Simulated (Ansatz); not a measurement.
# Band gap of Na3MoO4Cl (P4/nmm) from density functionals to GW

Aim: the gap of Na3MoO4Cl (P4/nmm) at several levels of theory on one structure, with the time that each takes.

Method: density functionals, hybrids and G0W0, plane waves, PAW, in Ansatz 0.2.0.

**1. The structure**

Symmetry: P4/nmm, No. 129, tetragonal system. The conventional cell has a = 7.494 Å, b = 7.494 Å, c = 5.341 Å, α = 90.00°, β = 90.00°, γ = 90.00°. Na has 4 O at 2.50 Å and 2 Cl at 2.78 Å nearest. Nearest to Na lie 4 O at 2.35 Å and 2 Cl at 2.58 to 2.76 Å. Mo has 4 O at 1.78 Å nearest. Cl has 6 Na at 2.58 to 2.78 Å nearest. O has 1 Mo at 1.78 Å and 3 Na at 2.35 to 2.50 Å nearest. Farther neighbours and most contacts between anions are not listed.

Geometry: measured cell, ions relaxed with PBE. The runs that relaxed it are not among those shown.

The logs state that the PAW files were generated under PBE.

**2. LDA on the 4×4×4 mesh**

This step: DFT, LDA, plane waves, PAW; PAW set soft_1.

The input, input.yaml:

```yaml
crystal:
  lattice:
    - [7.4942, 0.0, 0.0]
    - [0.0, 7.4942, 0.0]
    - [0.0, 0.0, 5.3409]
  atoms:
    - { symbol: Na, position: [0.75, 0.75, 0.0] }
    - { symbol: Na, position: [0.75, 0.25, 0.0] }
    - { symbol: Na, position: [0.25, 0.25, 0.0] }
    - { symbol: Na, position: [0.25, 0.75, 0.0] }
    - { symbol: Na, position: [0.5, 0.0, 0.6389095619] }
    - { symbol: Na, position: [0.0, 0.5, 0.3610904381] }
    - { symbol: Mo, position: [0.0, 0.0, 0.5] }
    - { symbol: Mo, position: [0.5, 0.5, 0.5] }
    - { symbol: Cl, position: [0.5, 0.0, 0.155433647] }
    - { symbol: Cl, position: [0.0, 0.5, 0.844566353] }
    - { symbol: O, position: [0.810272275, 0.0, 0.7004856242] }
    - { symbol: O, position: [0.5, 0.310272275, 0.7004856242] }
    - { symbol: O, position: [0.189727725, 0.0, 0.7004856242] }
    - { symbol: O, position: [0.5, 0.689727725, 0.7004856242] }
    - { symbol: O, position: [0.310272275, 0.5, 0.2995143758] }
    - { symbol: O, position: [0.0, 0.189727725, 0.2995143758] }
    - { symbol: O, position: [0.689727725, 0.5, 0.2995143758] }
    - { symbol: O, position: [0.0, 0.810272275, 0.2995143758] }
kpoints:
  mp_grid: { grid: [4, 4, 4] }
  band_path:
    path:
      - [0.0, 0.0, 0.0]
      - [0.0, 0.5, 0.0]
      - [0.5, 0.5, 0.0]
      - [0.0, 0.0, 0.5]
      - [0.0, 0.5, 0.5]
      - [0.5, 0.5, 0.5]
    npoints: 1
hamiltonian:
  xc: lda
  pseudopotentials: { kind: paw, azcp: { folder: soft_1 }, xc_functional: pbe }
scf:
  occupations: { method: fixed }
  n_extra_bands: 10
output:
  eigenvalues: true
  forces: true
  stress: true
```

Started as:

```sh
$ ansatz run input.yaml --threads 2 --pin off --max-ram 92160MiB --backend cuda --events-out ev --progress --plain --runs-dir out --devices 1 --max-vram 13GiB
```

Numbers of over 12 decimals in the logs are rounded to 6 here.

The program printed:

```text
scf.n_extra_bands = 10 over 72 filled bands (N_el = 144.0): the run solves 82 bands
GPUs: using 1 of 1 available (devices: 1).
Engine: ansatz 0.2.0, x86_64-unknown-linux-gnu
Pseudopotentials: kind: paw
Pseudopotential: Na, paw, valence charge 9, recommended cutoff 420 eV (normal), soft_1/Na.paw.azcp
Pseudopotential: Mo, paw, valence charge 14, recommended cutoff 420 eV (normal), soft_1/Mo.paw.azcp
Pseudopotential: Cl, paw, valence charge 7, recommended cutoff 420 eV (normal), soft_1/Cl.paw.azcp
Pseudopotential: O, paw, valence charge 6, recommended cutoff 420 eV (normal), soft_1/O.paw.azcp
Functional definition: SPW92
  exchange = slater_x
  correlation = pw_c
device memory: the entry about to start is reckoned to put 4.3 GiB on a device that reports 54.2 GiB free (of which the cap on the GPU budget leaves the run 13.0 GiB)
GPU FFT provider: cuFFT
GPU libraries: cuBLAS 13.8.2, cuFFT 12.4.0, cuSOLVER 12.3.4
Crystal: 18 atoms, lattice volume = 299.961 Å³
Basis set: ecut = 420 eV, 5889 PW (Γ)
Bands: 82, of which v1, the nominal top of the filled ones, is band 72 counted from 1 (71 counted from 0)
Symmetry: 16 space group operations
Space group: P4/nmm (ITA 129), of the structure as read, at distance tolerance 6.7e-5 Å
k-points: 18 of 64
Non-local potential: Na, projectors of the file, l = 0: 3, l = 1: 2, l = 2: 1
Non-local potential: Mo, projectors of the file, l = 0: 3, l = 1: 2, l = 2: 2, l = 3: 1
Non-local potential: Cl, projectors of the file, l = 0: 2, l = 1: 2, l = 2: 1
Non-local potential: O, projectors of the file, l = 0: 2, l = 1: 2, l = 2: 1
PAW form: soft (Blöchl's): semilocal exchange-correlation on the pseudo side does not see the compensation charge
PAW frozen core: Na, regenerated for the run's functional, and the local potential with it (the file was generated under x = pbe(κ = 0.804, μ = 0.219515), c = pbe(β = 0.066725))
PAW frozen core: Mo, regenerated for the run's functional, and the local potential with it (the file was generated under x = pbe(κ = 0.804, μ = 0.219515), c = pbe(β = 0.066725))
PAW frozen core: Cl, regenerated for the run's functional, and the local potential with it (the file was generated under x = pbe(κ = 0.804, μ = 0.219515), c = pbe(β = 0.066725))
PAW frozen core: O, regenerated for the run's functional, and the local potential with it (the file was generated under x = pbe(κ = 0.804, μ = 0.219515), c = pbe(β = 0.066725))
PAW one-centre angular grid: Na, 110 points (default); XC on 64 Gauss nodes
PAW one-centre angular grid: Mo, 590 points (default); XC on 64 Gauss nodes
PAW one-centre angular grid: Cl, 110 points (default); XC on 64 Gauss nodes
PAW one-centre angular grid: O, 110 points (default); XC on 64 Gauss nodes
Initial density: superposition of atomic densities (chi_scale 0.1, normalization cell, long waves kept (reshape's long-wave potential 0.04 eV rms))
Initial wavefunctions: pseudopotential atomic-orbital guess
GPU buffer pool allocated for 104976 grid points (all kernels)
GPU transforms: local potential and band sums: pruned to the plane-wave sphere, on 54×54×36
Functional: x = slater, c = lda
SCF iter   1: F=—  HF=-25044.858731 eV  |F-HF|=—  |Δ(HF+E_count)|=         —  Δρ=9.58e-2  dr2=4.45e1  ethr=3.10e-3  ⟨swp⟩=5.2  Hψ=4607  notcnv=0  defer=117
preconditioner: auto → Resta (q_TF=auto, 2.414 Å⁻¹)  ε∞=3.7  [insulator: Δε(μ)=4.242 eV  Ē_g=11.576 eV  n_scr=68 (ndim 8)  ℏωp=19.2 eV  f_vac=0.000  ε∞_Penn≈3.7]
SCF iter   2: F=—  HF=-25033.725927 eV  |F-HF|=—  |Δ(HF+E_count)|=    1.11e1  Δρ=5.20e-2  dr2=6.86e0  ethr=3.10e-3  ⟨swp⟩=3.7  Hψ=3479  notcnv=0  defer=117
SCF iter   3: F=—  HF=-25032.145025 eV  |F-HF|=—  |Δ(HF+E_count)|=    1.58e0  Δρ=2.24e-2  dr2=2.52e0  ethr=3.10e-3  ⟨swp⟩=2.2  Hψ=2484  notcnv=0  defer=102
SCF iter   4: F=—  HF=-25031.472989 eV  |F-HF|=—  |Δ(HF+E_count)|=   6.72e-1  Δρ=9.12e-3  dr2=3.29e-1  ethr=1.75e-3  ⟨swp⟩=2.0  Hψ=2025  notcnv=0  defer=115
SCF iter   5: F=—  HF=-25031.370174 eV  |F-HF|=—  |Δ(HF+E_count)|=   1.03e-1  Δρ=3.06e-3  dr2=3.96e-2  ethr=2.29e-4  ⟨swp⟩=2.0  Hψ=2602  notcnv=0  defer=126
SCF iter   6: F=—  HF=-25031.367175 eV  |F-HF|=—  |Δ(HF+E_count)|=   3.00e-3  Δρ=1.13e-3  dr2=6.55e-3  ethr=2.75e-5  ⟨swp⟩=2.3  Hψ=2568  notcnv=0  defer=143
SCF iter   7: F=—  HF=-25031.366522 eV  |F-HF|=—  |Δ(HF+E_count)|=   6.53e-4  Δρ=6.82e-4  dr2=2.27e-3  ethr=4.55e-6  ⟨swp⟩=2.0  Hψ=1948  notcnv=0  defer=144
SCF iter   8: F=—  HF=-25031.366259 eV  |F-HF|=—  |Δ(HF+E_count)|=   2.63e-4  Δρ=7.09e-5  dr2=1.69e-5  ethr=1.57e-6  ⟨swp⟩=2.0  Hψ=1948  notcnv=0  defer=144
SCF iter   9: F=—  HF=-25031.366376 eV  |F-HF|=—  |Δ(HF+E_count)|=   1.17e-4  Δρ=1.30e-5  dr2=8.82e-7  ethr=1.17e-8  ⟨swp⟩=2.8  Hψ=2883  notcnv=0  defer=106
SCF iter  10: F=-25031.366376 eV  HF=-25031.366376 eV  |F-HF|=2.04e-9  |Δ(HF+E_count)|=   1.56e-8  Δρ=2.74e-6  dr2=2.49e-8  ethr=6.94e-11  ⟨swp⟩=13.7  Hψ=7921  notcnv=0
SCF 1 converged in 10 iterations: F = -25031.366376 eV  dr2 = 2.49e-8
[...]
device memory: the entry about to start is reckoned to put 2.7 GiB on a device that reports 52.8 GiB free (of which the cap on the GPU budget leaves the run 13.0 GiB)
NSCF: frozen V_eff on 6 k-points
SCF converged after 10 iterations
Free energy (F): -25031.366376 eV
Harris-Foulkes:  -25031.366376 eV  (|F-HF|=2.04e-9)
Internal energy: -25031.366376 eV  (E = F + TS)
E sigma→0 (E₀):  -25031.366376 eV
Fermi energy:    2.022804 eV
--- Per-component energies (eV) ---
  E_band       = -2045.921168
  E_kinetic    = 3158.806234
  E_local      = -15690.554632  (includes V_loc(G=0)·N_el)
  E_nonlocal   = 2473.737621
  E_hartree    = 5478.842864
  E_xc         = -1338.114711
  E_vxc        = -1670.657769  (∫ρ·V_xc dr)
  E_paw        = -10305.332594  (= ΣΔE_a)
  E_vpaw       = -1274.950394  (= ΣTr[D̂ρ^β])
  E_aug_tail   = 0.006772  (compensation charges beyond the density's cutoff)
  E_ewald      = -8811.705256
  E_core_change = 2.947327  (= ΣΔE_core)
  E_smearing   = -0.000000  (= −TS)
  E_closure    = -0.000000  (closes the sum)
  Σ components = -25031.366376   (vs F -25031.366376, Δ=0.00e0)
--- Forces (eV/Å), atoms counted from 1 ---
  atom   1  Na    -0.00000000    -0.00000000     0.00000000
  atom   2  Na     0.00000000    -0.00000000     0.00000000
  atom   3  Na     0.00000000    -0.00000000    -0.00000000
  atom   4  Na    -0.00000000    -0.00000000    -0.00000000
  atom   5  Na    -0.00000000     0.00000000     0.04107998
  atom   6  Na     0.00000000     0.00000000    -0.04107998
  atom   7  Mo     0.00000000     0.00000000     0.00000000
  atom   8  Mo    -0.00000000     0.00000000     0.00000000
  atom   9  Cl     0.00000000     0.00000000    -0.09371196
  atom  10  Cl    -0.00000000     0.00000000     0.09371196
  atom  11  O      0.37629268    -0.00000000    -0.32840937
  atom  12  O      0.00000000     0.37629268    -0.32840937
  atom  13  O     -0.37629268     0.00000000    -0.32840937
  atom  14  O      0.00000000    -0.37629268    -0.32840937
  atom  15  O      0.37629268     0.00000000     0.32840937
  atom  16  O     -0.00000000    -0.37629268     0.32840937
  atom  17  O     -0.37629268     0.00000000     0.32840937
  atom  18  O     -0.00000000     0.37629268     0.32840937
  max |Σ_I F_I| component: 2.22e-16 eV/Å
--- Stress (GPa, compression-positive) ---
       -3.959555       0.000000       0.000000
        0.000000      -3.959555       0.000000
        0.000000       0.000000      -4.230129
  P = ⅓ Tr σ = -4.0497 GPa (-40.497 kbar)
--- Band table (eV; the first three rows and the last of 18) ---
  k-point 0: bands = [... 68 lower, 1.7159, 1.8772, 1.8772, 1.9999, 6.2760, 6.2786, 6.6364, 6.8241, ... 6 higher]
  k-point 1: bands = [... 68 lower, 1.8627, 1.9449, 1.9449, 1.9894, 6.3756, 6.5611, 6.8095, 6.8378, ... 6 higher]
  k-point 2: bands = [... 68 lower, 1.9728, 1.9787, 2.0228, 2.0228, 6.4760, 6.7101, 6.8514, 6.9574, ... 6 higher]
  k-point 17: bands = [... 68 lower, 1.8164, 1.8164, 2.0222, 2.0222, 6.6151, 6.6151, 6.9222, 6.9222, ... 6 higher]
```

It took 4.8 s on 1 × NVIDIA H100 80GB HBM3 (shared by 6 runs) with 2 threads of AMD EPYC 7R13 (Zen 3), shared host; peak memory 0.97 GiB.

The column dr2 measures how far the density is from self-consistency, as an energy; F and HF (Harris–Foulkes) agree once it is small.

Numbers from this step:

| Item | Value |
| --- | --- |
| pressure | -4.050 GPa |
| gap | 4.253 eV |
| valence top at | Z |
| conduction bottom at | Γ |
| least direct gap | 4.276 eV |

Over mesh and listed points the gap is 4.253 eV, from k = (0.000, 0.000, 0.500) to k = Γ. The least direct gap found is 4.276 eV, at k = Γ. The pressure in this cell is -4 GPa; the cell is kept.

**3. PBEsol on the 4×4×4 mesh**

This step: DFT, PBEsol, plane waves, PAW; PAW set soft_1.

Edit input.yaml of step 2 so:

```diff
@@ -36,3 +36,3 @@
 hamiltonian:
-  xc: lda
+  xc: pbesol
   pseudopotentials: { kind: paw, azcp: { folder: soft_1 }, xc_functional: pbe }
```

The program printed:

```text
[...]
GPUs: using 1 of 1 available (devices: 1).
[...]
GPU FFT provider: cuFFT
GPU libraries: cuBLAS 13.8.2, cuFFT 12.4.0, cuSOLVER 12.3.4
Crystal: 18 atoms, lattice volume = 299.961 Å³
Basis set: ecut = 420 eV, 5889 PW (Γ), exchange–correlation on 108×108×72 points (8 copies of the dense FFT grid, shifted against one another)
Bands: 82, of which v1, the nominal top of the filled ones, is band 72 counted from 1 (71 counted from 0)
Symmetry: 16 space group operations
[...]
k-points: 18 of 64
[...]
GPU buffer pool allocated for 104976 grid points (all kernels)
[...]
SCF iter   1: F=—  HF=-25287.680194 eV  |F-HF|=—  |Δ(HF+E_count)|=         —  Δρ=9.73e-2  dr2=4.45e1  ethr=3.10e-3  ⟨swp⟩=5.2  Hψ=4596  notcnv=0  defer=116
[...]
atom   7  Mo     0.00000000     0.00000000    -0.00000000
  atom   8  Mo    -0.00000000     0.00000000     0.00000000
[...]
atom  15  O      0.23652153     0.00000000     0.19991682
  atom  16  O     -0.00000000    -0.23652153     0.19991682
  atom  17  O     -0.23652153     0.00000000     0.19991682
  atom  18  O     -0.00000000     0.23652153     0.19991682
  max |Σ_I F_I| component: 2.79e-17 eV/Å
--- Stress (GPa, compression-positive) ---
       -0.923928       0.000000       0.000000
        0.000000      -0.923928       0.000000
        0.000000       0.000000      -1.207587
  P = ⅓ Tr σ = -1.0185 GPa (-10.185 kbar)
--- Band table (eV; the first three rows and the last of 18) ---
  k-point 0: bands = [... 68 lower, 2.0061, 2.1579, 2.1579, 2.2821, 6.6031, 6.6411, 6.9621, 7.1300, ... 6 higher]
  k-point 1: bands = [... 68 lower, 2.1323, 2.2282, 2.2282, 2.2720, 6.6967, 6.8893, 7.1246, 7.1430, ... 6 higher]
  k-point 2: bands = [... 68 lower, 2.2320, 2.2618, 2.3031, 2.3031, 6.7909, 7.0265, 7.1559, 7.2635, ... 6 higher]
  k-point 17: bands = [... 68 lower, 2.0905, 2.0905, 2.3049, 2.3049, 6.9273, 6.9273, 7.2294, 7.2294, ... 6 higher]
[key lines of the parts left out:]
SCF converged after 10 iterations
Free energy (F): -25274.587093 eV
Fermi energy:    2.304921 eV
```

It took 6.3 s on 1 × NVIDIA H100 80GB HBM3 (shared by 6 runs) with 2 threads; peak memory 1 GiB.

This step gave:

```yaml
pressure: -1.018 GPa
gap: 4.298 eV
valence_top_at: A
conduction_bottom_at: Γ
least_direct_gap: 4.321 eV
```

Over mesh and listed points the gap is 4.298 eV, from k = (0.500, 0.500, 0.500) to k = Γ. The least direct gap found is 4.321 eV, at k = Γ. PBEsol against LDA: 4.298 − 4.253 = +0.045 eV. Mesh, set of files and cutoff are the same, but the valence top lies at another k point, so this need not be the shift of one pair of states.

**4. PBE on the 4×4×4 mesh**

Levels along a band path and on the mesh show where this functional puts the band edges.

This step: DFT, PBE, plane waves, PAW; PAW set soft_1.

Edit input.yaml of step 3 so:

```diff
@@ -28,14 +28,11 @@
     path:
-      - [0.0, 0.0, 0.0]
-      - [0.0, 0.5, 0.0]
-      - [0.5, 0.5, 0.0]
-      - [0.0, 0.0, 0.5]
-      - [0.0, 0.5, 0.5]
-      - [0.5, 0.5, 0.5]
-    npoints: 1
+      - [[0.0, 0.0, 0.0], [0.0, 0.5, 0.0], [0.5, 0.5, 0.0], [0.0, 0.0, 0.0], [0.0, 0.0, 0.5], [0.0, 0.5, 0.5], [0.5, 0.5, 0.5], [0.0, 0.0, 0.5]]
+      - [[0.0, 0.5, 0.0], [0.0, 0.5, 0.5]]
+      - [[0.5, 0.5, 0.0], [0.5, 0.5, 0.5]]
+    npoints: 10
 hamiltonian:
-  xc: pbesol
-  pseudopotentials: { kind: paw, azcp: { folder: soft_1 }, xc_functional: pbe }
+  xc: pbe
+  pseudopotentials: { kind: paw, azcp: { folder: soft_1 } }
 scf:
-  occupations: { method: fixed }
+  occupations: { method: fermi_dirac, width: 0.02 }
   n_extra_bands: 10
@@ -45 +42,5 @@
   stress: true
+  write_density: true
+  write_potential: true
+  elf: true
+  volumetric_format: npy
```

The program printed:

```text
[...]
GPUs: using 1 of 1 available (devices: 1).
[...]
GPU FFT provider: cuFFT
GPU libraries: cuBLAS 13.8.2, cuFFT 12.4.0, cuSOLVER 12.3.4
Crystal: 18 atoms, lattice volume = 299.961 Å³
Basis set: ecut = 420 eV, 5889 PW (Γ), exchange–correlation on 108×108×72 points (8 copies of the dense FFT grid, shifted against one another)
[...]
k-point 0: bands = [... 68 lower, 2.1108, 2.2568, 2.2568, 2.3807, 6.7177, 6.7806, 7.0831, 7.2310, ... 6 higher]
  k-point 1: bands = [... 68 lower, 2.2291, 2.3276, 2.3276, 2.3706, 6.8096, 7.0056, 7.2358, 7.2439, ... 6 higher]
  k-point 2: bands = [... 68 lower, 2.3237, 2.3604, 2.4010, 2.4010, 6.9020, 7.1381, 7.2566, 7.3675, ... 6 higher]
  k-point 17: bands = [... 68 lower, 2.1883, 2.1883, 2.4039, 2.4039, 7.0364, 7.0364, 7.3336, 7.3336, ... 6 higher]
[key lines of the parts left out:]
SCF converged after 10 iterations
Free energy (F): -25546.003883 eV
Fermi energy:    4.591901 eV
P = ⅓ Tr σ = 1.3460 GPa (13.460 kbar)
```

Elapsed: 9.8 s, on 1 × NVIDIA H100 80GB HBM3 (shared by 6 runs) with 2 threads; peak memory 1.2 GiB; 12 s of CPU time.

Numbers from this step:

* pressure: 1.346 GPa
* gap: 4.314 eV
* valence top at: A
* conduction bottom at: Γ
* least direct gap: 4.337 eV

Over mesh and path the gap is 4.314 eV, from k = (0.500, 0.500, 0.500) to k = Γ. The least direct gap found is 4.337 eV, at k = Γ. PBE against PBEsol: 4.314 − 4.298 = +0.016 eV, with the same mesh, files and cutoff, and both edges at the same k points.

**5. PBE+SOC on the 4×4×4 mesh**

This run has two-component orbitals with spin-orbit coupling.

This step: DFT, PBE with spin-orbit coupling, plane waves, PAW; PAW set soft_1.

Edit input.yaml of step 4 so:

```diff
@@ -28,12 +28,18 @@
     path:
-      - [[0.0, 0.0, 0.0], [0.0, 0.5, 0.0], [0.5, 0.5, 0.0], [0.0, 0.0, 0.0], [0.0, 0.0, 0.5], [0.0, 0.5, 0.5], [0.5, 0.5, 0.5], [0.0, 0.0, 0.5]]
-      - [[0.0, 0.5, 0.0], [0.0, 0.5, 0.5]]
-      - [[0.5, 0.5, 0.0], [0.5, 0.5, 0.5]]
-    npoints: 10
+      - [0.0, 0.0, 0.0]
+      - [0.0, 0.5, 0.0]
+      - [0.5, 0.5, 0.0]
+      - [0.0, 0.0, 0.5]
+      - [0.0, 0.5, 0.5]
+      - [0.5, 0.5, 0.5]
+    npoints: 1
 hamiltonian:
   xc: pbe
-  pseudopotentials: { kind: paw, azcp: { folder: soft_1 } }
+  pseudopotentials: { kind: paw_fr, azcp: { folder: soft_1 } }
 scf:
-  occupations: { method: fermi_dirac, width: 0.02 }
-  n_extra_bands: 10
+  occupations: { method: fixed }
+  n_extra_bands: 20
+magnetization:
+  noncollinear: true
+  spin_orbit: true
 output:
```

The program printed:

```text
[...]
GPUs: using 1 of 1 available (devices: 1).
[...]
non-collinear run that drives no moment, with spin-orbit: no starting moment large enough to seed its density (crystal.atoms[].spin), no starting occupations that ask for one, no magnetisation constraint and no magnetic field, so the semilocal B_xc is pinned to zero
[...]
k-point 0: bands = [... 140 lower, 2.2664, 2.2664, 2.3811, 2.3811, 6.7170, 6.7170, 6.7801, 6.7801, ... 16 higher]
  k-point 1: bands = [... 140 lower, 2.3354, 2.3354, 2.3717, 2.3717, 6.8088, 6.8088, 7.0046, 7.0046, ... 16 higher]
  k-point 2: bands = [... 140 lower, 2.3957, 2.3957, 2.4083, 2.4083, 6.9011, 6.9011, 7.1369, 7.1369, ... 16 higher]
  k-point 17: bands = [... 140 lower, 2.4042, 2.4042, 2.4042, 2.4042, 7.0351, 7.0351, 7.0351, 7.0351, ... 16 higher]
[key lines of the parts left out:]
SCF converged after 10 iterations
Magnetization: |M| = 0.0000 μB,  M = (+0.0000, +0.0000, +0.0000) μB
Free energy (F): -25548.509286 eV
Fermi energy:    2.408277 eV
P = ⅓ Tr σ = 1.3379 GPa (13.379 kbar)
```

Wall time 11 s (1 × NVIDIA H100 80GB HBM3 (shared by 6 runs) with 2 threads); peak memory 1.8 GiB.

Numbers from this step:

* pressure: 1.338 GPa
* gap: 4.309 eV
* valence top at: Z
* conduction bottom at: Γ
* least direct gap: 4.336 eV

Over mesh and listed points the gap is 4.309 eV, from k = (0.000, 0.000, 0.500) to k = Γ. The least direct gap found is 4.336 eV, at k = Γ. PBE+SOC against PBE: 4.309 − 4.314 = −0.005 eV. Mesh, set of files and cutoff are the same, but the valence top lies at another k point, so this need not be the shift of one pair of states. The spin-orbit run sees mesh and listed points alone, so its gap is an upper bound: the coupling can move an edge off these points, and the change over the zone, its sign included where it is small, is not known.

(Continued in part 2 of 3.)

[Paths, hosts, dates, memory and timing lines, banners, echoed tables and standing remarks are left out of the program output.]

[Logs are printed without paths, hosts, clocks, repeated set-up lines and the standing remarks that a program may print on its own settings, such as how far it seeks lower states.]

[Runs of the session that timed out or met a known fault of the program may be left out.]

[Cells called generated may have been cut or substituted from an entry of the Crystallography Open Database or the Materials Project.]

[Hosts, paths, dates, database ids (printed as entryN), source tags and the programs' standing remarks are cut or masked in the printed files.]

[Where an RPA ε∞ is given, it is that of the G0W0 mesh and is not shown converged in it. Names of k-points follow the symmetry that the program found, which can be lower than the space group named. Band edges on a path are those of the sampled points; other points can move an edge, and change direct to indirect where valleys lie close.]

[Hybrid gaps are those of their k-mesh and are not shown converged in it.]
